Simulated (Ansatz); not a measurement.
**LiGeF3 (model cell, started as cubic perovskite with Ge in the octahedra): following an unstable mode**

Aim: this structure of LiGeF3 (model cell, started as cubic perovskite with Ge in the octahedra) is to be tested for unstable modes, and one is followed downhill.

Method: DFT r2SCAN, scalar-relativistic, plane waves, PAW; PAW set soft_1, in Ansatz 0.2.0.

This is a report of a sequence of runs, with most program output left out.

The structure was built from a prototype and need not be the compound's stable phase.

### Step 1. Set-up

The structure is cubic, space group Pm-3m (No. 221). The conventional cell has a = 4.340 Å, b = 4.340 Å, c = 4.340 Å, α = 90.00°, β = 90.00°, γ = 90.00°. Nearest to Li lie 12 F at 3.07 Å. Nearest to Ge lie 6 F at 2.17 Å. F has 2 Ge at 2.17 Å nearest. Farther neighbours and most contacts between anions are not listed.

Structure file:

```cif
data_structure
_symmetry_space_group_name_H-M 'Pm-3m'
_symmetry_Int_Tables_number 221
_cell_length_a 4.3401
_cell_length_b 4.3401
_cell_length_c 4.3401
_cell_angle_alpha 90.000
_cell_angle_beta 90.000
_cell_angle_gamma 90.000
_cell_volume 81.75
loop_
_atom_site_label
_atom_site_type_symbol
_atom_site_symmetry_multiplicity
_atom_site_Wyckoff_symbol
_atom_site_fract_x
_atom_site_fract_y
_atom_site_fract_z
_atom_site_occupancy
Li1 Li 1 a 0.00000 0.00000 0.00000 1
Ge1 Ge 1 b 0.50000 0.50000 0.50000 1
F1 F 3 c 0.50000 0.50000 0.00000 1
```

### Step 2. Response at finite wavevector

The cell comes from relaxations at this level that are not shown. Stability and thermal properties need the whole zone. Linear response on a 2×2×2 q mesh gives force constants as far as a supercell of that size would, and the tensors from the zone-centre run are typed in so that the long-range dipole term is interpolated apart.

input.yaml reads:

```yaml
crystal:
  lattice:
    - [4.3400973773, 0.0, 0.0]
    - [0.0, 4.3400973773, 0.0]
    - [0.0, 0.0, 4.3400973773]
  atoms:
    - { symbol: Li, position: [0.0, 0.0, 0.0] }
    - { symbol: Ge, position: [0.5, 0.5, 0.5] }
    - { symbol: F, position: [0.5, 0.5, 0.0] }
    - { symbol: F, position: [0.5, 0.0, 0.5] }
    - { symbol: F, position: [0.0, 0.5, 0.5] }
kpoints:
  mp_grid: { grid: [12, 12, 12] }
hamiltonian:
  xc: r2scan
  pseudopotentials: { kind: paw, azcp: { folder: soft_1 } }
scf:
  occupations: { method: fixed }
output:
  eigenvalues: true
phonons:
  method: dfpt
  qmesh: [2, 2, 2]
  temperatures: { t_max: 1000, t_step: 50 }
  qpath:
    path:
      - [[0.0, 0.0, 0.0], [0.0, 0.5, 0.0], [0.5, 0.5, 0.0], [0.0, 0.0, 0.0], [0.5, 0.5, 0.5], [0.0, 0.5, 0.0]]
      - [[0.5, 0.5, 0.5], [0.5, 0.5, 0.0]]
    npoints: 10
  non_analytic_term:
    high_frequency_dielectric_tensor: [[3.4248, 0.0, 0.0], [0.0, 3.4248, 0.0], [0.0, 0.0, 3.4248]]
    born_effective_charges:
      - { species: Li, tensor: [[1.2413, 0.0, 0.0], [0.0, 1.2413, 0.0], [0.0, 0.0, 1.2413]] }
      - { species: Ge, tensor: [[3.7783, 0.0, 0.0], [0.0, 3.7783, 0.0], [0.0, 0.0, 3.7783]] }
      - { species: F, tensor: [[-0.3902, 0.0, 0.0], [0.0, -0.3902, 0.0], [0.0, 0.0, -4.2391]] }
      - { species: F, tensor: [[-0.3902, 0.0, 0.0], [0.0, -4.2391, 0.0], [0.0, 0.0, -0.3902]] }
      - { species: F, tensor: [[-4.2391, 0.0, 0.0], [0.0, -0.3902, 0.0], [0.0, 0.0, -0.3902]] }
    source: "zone-centre run at this cell"
```

Run with:

```bash
> ansatz run input.yaml --threads 8 --pin off --max-ram 16384MiB --backend cpu --events-out ev --progress --plain --runs-dir out
```

It took 10 min on 8 threads of AMD EPYC 7B13 (Zen 3), shared host; peak memory 10 GiB; 76 min of CPU time.

Numbers from this step:

* gap on the k-mesh: 1.426 eV
* volume per atom: 16.35 Å³
* sum-rule residual before enforcement: 2.25e-4 eV/Å²
* lowest frequency on the path: -308.1 cm⁻¹
* point group: m-3m
* highest frequency on the path or at a solved wavevector: 425.9 cm⁻¹
* highest optical mode at the zone centre (no LO-TO term): 155.4 cm⁻¹
* lowest optical zone-centre mode: -308.1 cm⁻¹
* lowest mode on the q mesh (acoustic modes at Γ apart): -308.1 cm⁻¹

Frequencies (cm⁻¹) solved at each irreducible wavevector; negative means imaginary. Frequencies by wavevector, by row:

| q in reciprocal lattice units | star | mode 1 | mode 2 | mode 3 | mode 4 | mode 13 | mode 14 | mode 15 |
| --- | --- | --- | --- | --- | --- | --- | --- | --- |
| 0 0 0 | 1 | -308.1 | -308.1 | -308.1 | -216.5 | 155.4 | 155.4 | 155.4 |
| 0 0 -0.5 | 3 | -295.6 | -295.6 | -206.8 | -206.8 | 137.1 | 255.9 | 415.3 |
| 0 -0.5 -0.5 | 3 | -283.1 | -202.5 | -202.5 | -182.2 | 271.4 | 297.2 | 414.4 |
| -0.5 -0.5 -0.5 | 1 | -217.2 | -217.2 | -217.2 | -141.4 | 296.7 | 296.7 | 425.9 |

Interpolated from a 2×2×2 q mesh, rough between the solved points, with the LO-TO term (at Γ the limit along the path; where Γ stands inside the path, tables give the limit on arrival). The phonon branches at the labelled points (cm⁻¹):

| point | branch 1 | branch 2 | branch 3 | branch 4 | branch 12 | branch 13 | branch 14 | branch 15 |
| --- | --- | --- | --- | --- | --- | --- | --- | --- |
| Γ | -308 | -308 | -263 | -216 | 137 | 155 | 155 | 419 |
| halfway | -302 | -302 | -212 | -212 | 139 | 139 | 193 | 418 |
| X | -296 | -296 | -207 | -207 | 104 | 137 | 256 | 415 |
| halfway | -290 | -204 | -196 | -151 | 174 | 213 | 264 | 407 |
| M | -283 | -202 | -202 | -182 | 271 | 271 | 297 | 414 |
| halfway | -296 | -206 | -204 | -174 | 139 | 175 | 216 | 395 |
| Γ | -308 | -308 | -263 | -216 | 137 | 155 | 155 | 419 |
| halfway | -207 | -207 | -165 | -165 | 180 | 204 | 204 | 377 |
| R | -217 | -217 | -217 | -141 | 212 | 297 | 297 | 426 |
| halfway | -211 | -195 | -182 | -153 | 186 | 219 | 257 | 400 |
| X | -296 | -296 | -207 | -207 | 104 | 137 | 256 | 415 |
| jump to R | -217 | -217 | -217 | -141 | 212 | 297 | 297 | 426 |
| halfway | -209 | -209 | -203 | -141 | 254 | 254 | 297 | 413 |
| M | -283 | -202 | -202 | -182 | 271 | 271 | 297 | 414 |

Symmetry leaves 4 wavevectors to solve. The lowest mode among them, the acoustic zeros apart, lies at Γ and is imaginary, 308.1i cm⁻¹, so the energy falls along it.

### Step 3. The mode frozen in, largest atomic shift 0 Å

The mode followed lies at Γ with frequency 308.1i cm⁻¹ and is 3-fold degenerate, the softest among the wavevectors solved. At small amplitude the distorted cell has space group no. 38 by a symmetry search on the positions. The undistorted cell that holds it gives the zero of energy on the same k mesh.

input.yaml, the sections that differ from step 2:

```yaml
scf:
  occupations: { method: gaussian, width: 0.02 }
output:
  forces: true
  stress: true
  eigenvalues: true
# crystal, kpoints, hamiltonian: as in step 2
# phonons: removed
```

The job ended after 2.6 s (8 threads; peak memory 0.71 GiB; 17 s of CPU time).

Numbers from this step:

```
pressure                         : 0.001262 GPa
energy from the undistorted cell : 0 meV/atom
```

At this level the gap is 1.43 eV on the k-mesh of the self-consistent run, which can miss the band edges.

### Step 4. The mode frozen in, largest atomic shift 0.32 Å

The atoms are moved along the unstable eigenvector, the largest shift by 0.32 Å, with the cell fixed.

input.yaml, the sections that differ from step 3:

```yaml
crystal:
  lattice:
    - [4.3400973773, 0.0, 0.0]
    - [0.0, 4.3400973773, 0.0]
    - [0.0, 0.0, 4.3400973773]
  atoms:
    - { symbol: Li, position: [0.0, -0.0128948088, -0.0128948088] }
    - { symbol: Ge, position: [0.5, 0.5093791747, 0.5093791747] }
    - { symbol: F, position: [0.5, 0.5199215041, -0.0709887566] }
    - { symbol: F, position: [0.5, -0.0709887566, 0.5199215041] }
    - { symbol: F, position: [0.0, 0.5199215041, 0.5199215041] }
# kpoints, hamiltonian, scf, output: as in step 3
```

Wall time 14 s (8 threads); peak memory 1 GiB.

This step gave:

```
pressure                         : 3.671 GPa
gap on the k-mesh                : 2.340 eV
energy from the undistorted cell : -60.39 meV/atom
```

The energy, extrapolated to zero smearing, is -60.39 meV/atom against the undistorted cell.

The run ends at a pressure of 3.67 GPa, with forces up to 1.2 eV/Å.

### Step 5. Energy along the mode, all amplitudes (two of the runs are shown above)

An imaginary frequency means negative curvature, so the energy should fall and then rise again as anharmonic terms take over.

Numbers from this step:

- depth at the lowest point sampled: 60.39 meV/atom
- largest atomic shift at that point: 0.32 Å

Energy from the parent against largest atomic shift:

| largest atomic shift (Å) | energy from the parent (meV/atom) |
| --- | --- |
| 0.000 | 0 |
| 0.040 | -2.40 |
| 0.080 | -9.27 |
| 0.140 | -25.7 |
| 0.220 | -50.5 |
| 0.320 | -60.4 |
| 0.450 | 42.7 |

Displacement at unit largest shift by atom:

| atom | x (Å) | y (Å) | z (Å) | size |
| --- | --- | --- | --- | --- |
| Li1 | 0.00 | -0.17 | -0.17 | 0.25 |
| Ge2 | 0.00 | 0.13 | 0.13 | 0.18 |
| F3 | 0.00 | 0.27 | -0.96 | 1.00 |
| F4 | 0.00 | -0.96 | 0.27 | 1.00 |
| F5 | 0.00 | 0.27 | 0.27 | 0.38 |

The lowest of the steps tried is at 0.32 Å, 60.4 meV/atom below the parent; the bottom of the well need not coincide with a step.

### Step 6. Relaxing from the distorted cell

Starting from the lowest point found, all atoms and the cell are let go, so that strain and other modes of the same symmetry can join in.

Changes to input.yaml since step 4:

```diff
@@ -17,3 +17,3 @@
 scf:
-  occupations: { method: gaussian, width: 0.02 }
+  occupations: { method: fixed }
 output:
@@ -22 +22,6 @@
   eigenvalues: true
+relax:
+  adjacent_minimum: "off"
+  f_tol: 0.002
+  max_steps: 120
+  cell: { stress_tol: 0.03 }
```

Run time: 5 min. Hardware: 8 threads; peak memory 1.2 GiB; 39 min of CPU time.

Step by step (22 of 25):

| step | energy less that of the first step (eV) | largest force component (eV/Å) | pressure (GPa) | volume (Å³) |
| --- | --- | --- | --- | --- |
| 1 | 0.0000 | 0.8634 | 3.67 | 81.75 |
| 2 | -0.2083 | 0.3686 | 0.64 | 86.03 |
| 3 | -0.5089 | 0.5715 | -1.09 | 88.79 |
| 4 | -0.8043 | 0.5952 | -1.13 | 89.61 |
| 6 | -1.0144 | 0.1226 | -0.07 | 91.94 |
| 7 | -1.0340 | 0.2002 | 0.06 | 92.08 |
| 8 | -1.0461 | 0.0649 | -0.37 | 90.51 |
| 9 | -1.0741 | 0.0463 | -0.17 | 85.34 |
| 10 | -1.0936 | 0.0834 | 0.24 | 80.94 |
| 11 | -1.0929 | 0.1950 | 1.00 | 76.72 |
| 12 | -1.0997 | 0.0545 | 0.14 | 79.17 |
| 14 | -1.1009 | 0.0066 | 0.01 | 78.73 |
| 15 | -1.1010 | 0.0040 | 0.00 | 78.57 |
| 16 | -1.1010 | 0.0003 | 0.00 | 78.60 |
| 17* | -1.1293 | 0.0051 | 0.58 | 78.60 |
| 18 | -1.1436 | 0.0419 | 0.34 | 79.18 |
| 19 | -1.1533 | 0.0329 | 0.27 | 80.62 |
| 20 | -1.1540 | 0.0501 | -0.14 | 81.78 |
| 22 | -1.1543 | 0.0011 | 0.00 | 81.78 |
| 23* | -1.1554 | 0.0027 | -0.01 | 81.78 |
| 24 | -1.1554 | 0.0009 | 0.00 | 81.71 |
| 25* | -1.1554 | 0.0010 | 0.00 | 81.71 |

Relaxation steps marked * repeat the geometry before them on a plane-wave basis chosen anew for their cell, so energy and pressure can jump there. Other such steps can lie between the rows shown. Relaxation steps 11, 13 were tried and not accepted.

The run keeps the 4 symmetry operations that it works with, so distortions that break them were not tested.

| cell as run | before | after | change |
| --- | --- | --- | --- |
| a (Å) | 4.340 | 4.178 | -3.7 % |
| b (Å) | 4.340 | 4.738 | +9.2 % |
| c (Å) | 4.340 | 4.738 | +9.2 % |
| α (°) | 90.00 | 119.40 | +32.7 % |
| volume (Å³/atom) | 16.35 | 16.34 | -0.1 % |

The atoms that moved most (Å, as changes of fractional coordinates times the final cell):

| atom | dx | dy | dz | length |
| --- | --- | --- | --- | --- |
| F4 | 0.000 | -0.197 | 0.427 | 0.471 |
| F3 | 0.000 | 0.427 | -0.197 | 0.471 |
| Li1 | 0.000 | -0.203 | -0.203 | 0.287 |
| Ge2 | 0.000 | -0.122 | -0.122 | 0.173 |
| F5 | 0.000 | 0.095 | 0.095 | 0.134 |

The relaxed structure:

```xyz
5
Lattice="4.1781 0.0000 0.0000 0.0000 4.5828 -1.2023 0.0000 -1.2023 4.5828" Properties=species:S:1:pos:R:3 pbc="T T T"
Li    0.0000   -0.2464   -0.2464
Ge    2.0891    1.5999    1.5999
F     2.0891    2.8955   -1.1475
F     2.0891   -1.1475    2.8955
F     0.0000    1.8521    1.8521
```

Numbers from this step:

* pressure: -0.002474 GPa
* gap on the k-mesh: 4.804 eV
* volume per atom: 16.34 Å³

The distorted start has space group Amm2; the relaxation ends in Amm2.

### Step 7. The new phase in its own primitive cell

The relaxed structure is symmetrised, reduced to its primitive cell and relaxed tightly, as its phonons need.

input.yaml, the sections that differ from step 6:

```yaml
crystal:
  lattice:
    - [4.178133814, 0.0, 0.0]
    - [0.0, 4.090704974, 2.3903678146]
    - [0.0, -4.090704974, 2.3903678146]
  atoms:
    - { symbol: Li, position: [0.0, 0.9271048215, 0.9271048215] }
    - { symbol: Ge, position: [0.5, 0.4732683893, 0.4732683893] }
    - { symbol: F, position: [0.5, 0.6079734582, 0.9091045365] }
    - { symbol: F, position: [0.5, 0.9091045365, 0.6079734582] }
    - { symbol: F, position: [0.0, 0.547887412, 0.547887412] }
kpoints:
  mp_grid: { grid: [6, 6, 6] }
relax:
  adjacent_minimum: "off"
  f_tol: 0.001
  max_steps: 60
  cell: { stress_tol: 0.01 }
# hamiltonian, scf, output: as in step 6
```

The job ended after 9.8 s (8 threads; peak memory 0.69 GiB; 67 s of CPU time).

Little changed from the start: no atom moved by 0.005 Å and no cell edge by 0.1 %.

Numbers from this step:

| Quantity | Value |
| --- | --- |
| pressure | -0.001494 GPa |
| direct gap on mesh | 4.851 eV |

The largest force component left is 0.83 meV/Å and the pressure is -0.001 GPa, within the tolerances set. The cell now holds 16.34 Å³/atom.

### Step 8. Modes of the new phase, k-mesh 6×6×6

A relaxed structure may still be a saddle point, so its zone-centre modes are computed. The response to a homogeneous field gives the Born charges and the dielectric tensor.

input.yaml, the sections that differ from step 7:

```yaml
crystal:
  lattice:
    - [4.1781284512, 0.0, 0.0]
    - [0.0, 4.0906859209, 2.3902150839]
    - [0.0, -4.0906859209, 2.3902150839]
  atoms:
    - { symbol: Li, position: [0.0, 0.9271255135, 0.9271255135] }
    - { symbol: Ge, position: [0.5, 0.4732432166, 0.4732432166] }
    - { symbol: F, position: [0.5, 0.6079774889, 0.9090982059] }
    - { symbol: F, position: [0.5, 0.9090982059, 0.6079774889] }
    - { symbol: F, position: [0.0, 0.5478941927, 0.5478941927] }
output:
  eigenvalues: true
phonons:
  method: dfpt
  dielectric: true
  rigid_motions: translations
# kpoints, hamiltonian, scf: as in step 7
# relax: removed
```

The job ended after 3.4 min (8 threads; peak memory 9.5 GiB).

This step gave:

* miss of the charge sum rule: 8.85e-4 e
* estimated error of the dielectric tensor: 0.005652
* estimated error of the Born charges: 0.01489 e
* point group: mm2
* highest optical mode at the zone centre (no LO-TO term): 530.7 cm⁻¹
* lowest optical zone-centre mode: -238.0 cm⁻¹
* mean high-frequency dielectric constant: 2.333
* largest Born charge (third of the trace): 2.530 e
* top of the zone-centre spectrum with the field: 618.8 cm⁻¹

Without the LO-TO term. Patterns of degenerate modes are one choice out of their space. Modes at Γ, with each element's share of the kinetic energy (negative means imaginary):

| mode | frequency (cm⁻¹) | symmetry | Li % | Ge % | F % |
| --- | --- | --- | --- | --- | --- |
| 1 | -238.0 | B1 | 72 | 3 | 25 |
| 2 | -143.3 | B2 | 84 | 2 | 13 |
| 3 | 0.0 | acoustic | 5 | 53 | 42 |
| 4 | 0.0 | acoustic | 5 | 53 | 42 |
| 5 | 0.0 | acoustic | 5 | 53 | 42 |
| 6 | 11.4 | B1 | 20 | 36 | 45 |
| 7 | 133.8 | A2 | 0 | 0 | 100 |
| 8 | 135.7 | B2 | 9 | 6 | 85 |
| 9 | 165.9 | B2 | 0 | 22 | 78 |
| 10 | 193.7 | A1 | 14 | 1 | 86 |
| 11 | 277.7 | B1 | 3 | 8 | 89 |
| 12 | 326.9 | A1 | 3 | 27 | 70 |
| 13 | 459.1 | B2 | 1 | 16 | 82 |
| 14 | 469.0 | A1 | 77 | 0 | 23 |
| 15 | 530.7 | A1 | 2 | 19 | 79 |

Displacements in mode 1 (-238.0 cm⁻¹), the largest set to 1:
```
Li1  1.00  0.00  0.00
Ge2  0.07  0.00  0.00
F3  -0.20  0.00  0.00
F4  -0.20  0.00  0.00
F5  -0.22  0.00  0.00
```

Displacements in mode 7 (133.8 cm⁻¹), the largest set to 1:
```
Li1  0.00  0.00  0.00
Ge2  0.00  0.00  0.00
F3  -1.00  0.00  0.00
F4   1.00  0.00  0.00
F5   0.00  0.00  0.00
```

Optical modes at the zone centre, without and with the macroscopic field of the longitudinal modes; each column is sorted by frequency, so a row need not hold one and the same mode. Modes with and without the field, by row:

| rank among optical modes | no field (cm⁻¹) | q along (1, 0, 0) (cm⁻¹) | q along (0, 1, 0) (cm⁻¹) | q along (0, 0, 1) (cm⁻¹) |
| --- | --- | --- | --- | --- |
| 1 | -238 | -146.4 | -238 | -238 |
| 2 | -143.3 | -143.3 | -76.4 | -143.3 |
| 3 | 11.4 | 133.8 | 11.4 | 11.4 |
| 4 | 133.8 | 135.7 | 133.8 | 133.8 |
| 5 | 135.7 | 165.9 | 135.8 | 135.7 |
| 6 | 165.9 | 193.7 | 184 | 165.9 |
| 7 | 193.7 | 254.2 | 193.7 | 214.6 |
| 8 | 277.7 | 326.9 | 277.7 | 277.7 |
| 9 | 326.9 | 448.6 | 326.9 | 334.3 |
| 10 | 459.1 | 459.1 | 469 | 459.1 |
| 11 | 469 | 469 | 530.7 | 504.4 |
| 12 | 530.7 | 530.7 | 547.3 | 618.8 |

Born charge (rows field, columns displacement) (e), principal values of the symmetric part by kind of site:

| atom | atoms with these values | low | middle | high | mean |
| --- | --- | --- | --- | --- | --- |
| Li1 | 1 | 0.85 | 1.27 | 1.28 | 1.13 |
| Ge2 | 1 | 2.12 | 2.19 | 3.27 | 2.53 |
| F3 | 2 | -1.92 | -0.74 | -0.69 | -1.12 |
| F5 | 1 | -3.17 | -0.71 | -0.42 | -1.43 |

In full for F3:

```
-0.69  0.00  0.00
 0.00 -1.28  0.69
 0.00  0.48 -1.38
```

High-frequency dielectric tensor:

```
2.58 0.00 0.00
0.00 2.19 0.00
0.00 0.00 2.23
```

Transverse modes; imaginary modes are left out. Lines of the infrared spectrum (strongest = 100):

| position (cm⁻¹) | label | relative intensity |
| --- | --- | --- |
| 11 | B1 | 89 |
| 134 | A2 | 0.0 |
| 136 | B2 | 0.1 |
| 166 | B2 | 7.6 |
| 194 | A1 | 19 |
| 278 | B1 | 21 |
| 327 | A1 | 11 |
| 459 | B2 | 95 |
| 469 | A1 | 100 |
| 531 | A1 | 50 |

Before it was imposed, the acoustic sum rule was missed by 2.3e-4 eV/Å² and the charge sum rule by 8.8e-4 e. Small misses are needed for a sound result but don't prove that mesh and cutoff are converged. The lowest optical mode is imaginary, 238.0i cm⁻¹, so the energy falls along it.

### Step 9. Summary of results

```
unstable mode of the parent                                                      : q = (0, 0, 0), 308i cm⁻¹
depth at the lowest point sampled                                                : 60.4 meV/atom
largest atomic shift at that point                                               : 0.32 Å
space group reached (within 0.01 Å)                                              : Amm2
energy gained over the parent (first relaxation, on the mesh of the frozen mode) : 291 meV/atom
volume per atom, phase reached                                                   : 16.3 Å³
gap on the k-mesh, phase reached                                                 : 4.80 eV
lowest optical zone-centre mode, phase reached                                   : -238 cm⁻¹
highest optical mode at the zone centre (no LO-TO term), phase reached           : 531 cm⁻¹
```

Along this mode the structure falls into Amm2, 291 meV/atom below the parent. At the parent's cell the well is 60.39 meV/atom deep on the steps tried, with its lowest point at a shift of 0.32 Å. Relaxing atoms and cell changes the gain by +231.08 meV/atom against the lowest step (energies at zero smearing). Most of the total comes from this relaxation. The new phase still has an imaginary mode at the zone centre of its cell, so it is a saddle point on the way to a lower structure. Of the 6 patterns followed to their end from this parent, this one ends 71.9 meV/atom above the lowest, R3m. Each path keeps the symmetry of its pattern, so a lower phase may lie along a pattern not tried. The q mesh stands for a supercell only 8.7 Å across, so branches between the solved wavevectors are rough. The starting cell was built on a prototype and not taken from a measurement, so the phase need not exist.

[Logs are printed without paths, hosts, clocks, repeated set-up lines and the standing remarks that a program may print on its own settings, such as how far it seeks lower states.]

[Hosts, paths, dates, database ids (printed as entryN), source tags and the programs' standing remarks are cut or masked in the printed files.]
